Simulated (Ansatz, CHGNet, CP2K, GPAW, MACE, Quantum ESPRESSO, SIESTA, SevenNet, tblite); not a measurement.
# How far do other methods lie from plane waves? H11C3IN2 (P2_1/c) (68 atoms)

One geometry of H11C3IN2 (P2_1/c) (68 atoms) is solved by several programs and methods. How far do their forces lie from a plane-wave PBE run?

Results are calculated, not measured.

## 1. The structure

The cell holds 68 atoms (44 H, 12 C, 4 I and 8 N), with edges of 5.02, 10.15 and 14.50 Å. Recipe: H11C3IN2, space group P2_1/c, structure from the Crystallography Open Database, 1 x 1 x 1 conventional cells; positions as listed; bonds to H set to neutron lengths (C-H 1.089, N-H 1.015, O-H 0.983, B-H 1.19 Å) where the listed ones are shorter Then every atom was moved at random, 0.03 Å r.m.s. a Cartesian component (hydrogen 0.6 of that). The density is 1.87 g/cm³.

## 2. The reference input

Quantum ESPRESSO 7.5: Kohn-Sham DFT, PBE, SSSP efficiency 1.3.0 pseudopotentials, plane waves. Its input, pw.in:

```
&control
  calculation = 'scf'
  pseudo_dir = './pseudo'
  outdir = './tmp'
  disk_io = 'none'
  tprnfor = .true.
  tstress = .true.
/
&system
  ibrav = 0
  nat = 68
  ntyp = 4
  ecutwfc = 60
  ecutrho = 480
  nosym = .true.
  occupations = 'smearing'
  smearing = 'fd'
  degauss = 0.003675
/
&electrons
  conv_thr = 3.4e-07
  electron_maxstep = 100
  mixing_beta = 0.4
  mixing_mode = 'plain'
  diagonalization = 'david'
/
ATOMIC_SPECIES
H 1.008 H.upf
C 12.011 C.upf
I 126.904 I.upf
N 14.007 N.upf
CELL_PARAMETERS angstrom
5.01520 0.00000 0.00000
0.00000 10.14700 0.00000
-3.40914 0.00000 14.09395
ATOMIC_POSITIONS crystal
H 0.02333 0.93564 0.29321
H 0.96882 0.43182 0.20868
H 0.96547 0.06900 0.70464
H 0.03431 0.56695 0.79378
[... 62 atom lines left out ...]
N 0.02237 0.55785 0.66781
N 0.97488 0.06081 0.83344
K_POINTS gamma
```

```console
$ OMP_NUM_THREADS=1 mpirun -np 2 pw.x -in pw.in > output.txt
```

Elapsed: 43 s, on 2 MPI ranks of Arm Neoverse V2, shared host; peak memory 1.3 GiB.

It converged with an r.m.s. force component of 1.4 eV/Å and a pressure of 3.7 GPa.

Its highest filled and lowest empty levels lie 4.36 eV apart on its k-points.

## 3. The other programs

- CHGNet: machine-learned potential, published weights.
- CP2K 2026.2: Gaussian basis with GTH pseudopotentials and a plane-wave density; labels give functional, basis (MOLOPT sets; SR short-range, UZH the newer set with its own potentials), grid cutoff/relative cutoff and solver (OT: orbital transformation; TRS4, TC2, SIGN: linear-scaling purification with its sparsity filter), or its built-in tight binding.
- GPAW 26.7.0: PAW with atomic orbitals (LCAO), plane waves or a real-space grid of spacing h.
- MACE: machine-learned potential, published weights.
- Quantum ESPRESSO 7.5: plane waves; labels (QE) give functional, pseudopotential set and cutoffs of waves/density.
- SIESTA 5.4.2: numerical atomic orbitals, whose automatically made sets are far from complete, with PseudoDojo norm-conserving potentials that we converted to its format (checked against plane waves on the same files for H, C, O, Si, Ge and Ca alone); labels give functional, basis size, energy shift and mesh cutoff.
- SevenNet: machine-learned potential, published weights.

All use the same cell and atoms, and the electronic-structure runs the same k-mesh.

## 4. Side by side

Differences are against the reference: forces as r.m.s. over components, share as that over the reference's r.m.s. force, slope as the fitted ratio of a run's forces to the reference's.

```tsv
run	Δ force, r.m.s. (meV/Å)	share (%)	slope	Δ pressure (GPa)	Δ gap (eV)	cores	CPU time	memory (GiB)
reference	-	-	-	-	-	2	87 s	1.3
CHGNet r2SCAN potential	260	18.8	0.875	-1.55	-	1	3.6 s	1.4
CP2K PBE, DZVP-UZH, 300/50 Ry, diagonalisation (coarse)	98.5	7.13	1.041	0.359	0.222	2	3.8 min	0.83
CP2K PBE, DZVP-UZH, 600/50 Ry, diagonalisation	95.2	6.90	1.042	0.356	0.222	4	3.6 min	2.5
CP2K PBE, SZV-MOLOPT-SR, 600/50 Ry, TRS4 filter 1e-03, SCF 1e-04 (coarse)	918	66.5	1.339	4.23	-	1	31 s	0.93
CP2K PBE, SZV-MOLOPT-SR, 600/50 Ry, TRS4 filter 1e-05, SCF 1e-06 (coarse)	935	67.8	1.375	3.87	-	1	47 s	0.93
CP2K PBE, SZV-MOLOPT-SR, 600/50 Ry, TRS4 filter 1e-07, SCF 1e-07 (coarse)	936	67.8	1.375	3.86	-	1	53 s	0.93
CP2K PBE, SZV-MOLOPT-SR, 600/50 Ry, diagonalisation (coarse)	936	67.8	1.375	3.86	1.17	1	2.8 min	1.7
CP2K PBE, TZVP-UZH, 600/50 Ry, diagonalisation	57.1	4.13	1.021	0.565	0.174	4	3.6 min	2.5
GPAW PBE, LCAO dzp, h 0.18 Å	347	25.1	1.152	-	0.277	1	36 s	0.73
GPAW PBE, LCAO dzp, h 0.18 Å, other mixer settings	347	25.1	1.152	-	0.277	2	62 s	0.85
GPAW PBE, LCAO sz(dzp), h 0.18 Å (coarse)	2137	155	1.815	-	-0.368	1	16 s	0.58
GPAW PBE, LCAO szp(dzp), h 0.18 Å (coarse)	1506	109	1.516	-	-0.394	1	29 s	0.71
MACE MP-0b2 small potential	139	10.0	0.972	-0.295	-	1	5.6 s	0.67
QE PBE+D3(BJ), sssp-1.3.0-efficiency, 60/480 Ry	3.83	0.278	1.000	-1.06	0	2	86 s	1.3
SIESTA PBE, DZ, shift 0.01 Ry, mesh 500 Ry (coarse)	378	27.4	1.174	1.85	0.568	1	44 s	0.59
SIESTA PBE, DZP, shift 0.01 Ry, mesh 500 Ry	372	26.9	1.162	1.91	0.235	2	1.8 min	1.2
SIESTA PBE, SZ, shift 0.01 Ry, mesh 500 Ry (coarse)	2251	163	1.863	14.4	-0.343	1	35 s	0.53
SIESTA PBE, SZP, shift 0.01 Ry, mesh 500 Ry (coarse)	1207	87.4	1.461	5.55	0.285	1	83 s	0.87
SIESTA PBEsol, DZP, shift 0.01 Ry, mesh 500 Ry	500	36.2	1.207	1.33	0.196	2	1.8 min	1.2
SevenNet l3i5 potential	124	8.97	0.966	-0.511	-	1	8.8 s	1.4
```

Rows marked coarse use a setting chosen to be so.

Times of the machine-learned potentials are mostly Python's start and the loading of weights.

Left out, with forces off by over 50 eV/Å: tblite GFN1-xTB.

CPU time is summed over cores on shared hosts, so it is rough.

## 5. What came out

Forces lie from 0.28 % (QE PBE+D3(BJ), sssp-1.3.0-efficiency, 60/480 Ry) to 163 % (SIESTA PBE, SZ, shift 0.01 Ry, mesh 500 Ry, coarse) of the reference's r.m.s. force of 1.4 eV/Å away from it. The PBE runs in local orbitals, coarse settings apart, differ by 4.1 % (CP2K PBE, TZVP-UZH, 600/50 Ry, diagonalisation) to 27 % (SIESTA PBE, DZP, shift 0.01 Ry, mesh 500 Ry); basis, grid and potentials can all enter. Machine-learned potentials differ by 9.0 % (SevenNet l3i5 potential) to 19 % (CHGNet r2SCAN potential); they were trained on other programs' data, some at another functional. In the reference's own program, potentials and cutoffs, a change of model alone moves forces by 0.28 % (QE PBE+D3(BJ), sssp-1.3.0-efficiency, 60/480 Ry).

Other rows with another functional or a dispersion term differ by 36 % (SIESTA PBEsol, DZP, shift 0.01 Ry, mesh 500 Ry), which mixes the change of model with differences of basis and potentials. Runs with settings chosen to be coarse differ by 7.1 % (CP2K PBE, DZVP-UZH, 300/50 Ry, diagonalisation) to 163 % (SIESTA PBE, SZ, shift 0.01 Ry, mesh 500 Ry), their programs' other errors included. SIESTA PBE, DZ, shift 0.01 Ry, mesh 500 Ry stiffens the forces by a factor of 1.17 while following their directions (correlation 0.984). From CP2K PBE, DZVP-UZH, 300/50 Ry, diagonalisation to the finer CP2K PBE, DZVP-UZH, 600/50 Ry, diagonalisation the share goes from 7.13 to 6.90 %, so the grid isn't what parts these runs from the reference. Pressures at PBE, coarse settings apart, lie +0.36 to +1.91 GPa from the reference's. Gaps at PBE, coarse settings apart, lie +0.17 to +0.28 eV from the reference's, on k-points that hold the band edges only if these fold onto them.

Caveats: With short bonds to hydrogen, sets of potentials differ among themselves by several per cent in forces even at converged cutoffs, so the reference isn't exact here either. The reference's pressure holds the uncorrected Pulay stress of its 60 Ry basis, so small pressure differences, may be the reference's own error. Machine-learned potentials mimic data converged in k, so the reference's own k-point error enters their differences. The cell is under 6 Å thick along one periodic direction, so every atom has periodic images of itself close by, which move with it. The reference's stress is far from hydrostatic: its diagonal is 5.7, 1.5, 3.9 GPa, compression counted positive. The reference's PBE has no dispersion term, which matters for the binding between molecules or layers. The electronic-structure runs sample only Γ, in a cell whose shortest periodic width is 5 Å. Spin–orbit coupling is left out, which matters for the levels of the heavy elements. The reference's pressure of 3.7 GPa reflects the volume that the recipe set, positions that aren't this level's minimum and the coarse k-sampling. Where levels are smeared, the DFT runs use Fermi–Dirac occupations at 580 K (0.05 eV), and energies are free energies. The atoms were displaced at random, and shares hang on the size of the forces that this gives. The reference's cutoffs and mesh weren't converged further here.

[Long decimals in the printed logs are rounded to 6 places.]

[Logs are printed without paths, hosts, clocks, repeated set-up lines and the standing remarks that a program may print on its own settings, such as how far it seeks lower states.]

[Hosts, paths, dates, database ids (printed as entryN), source tags and the programs' standing remarks are cut or masked in the printed files.]

[Only finished runs are shown, without SIESTA runs on faulty potentials for Cu, Fe, Ni or Zn; cells were taken only where this reference lay near another plane-wave run.]
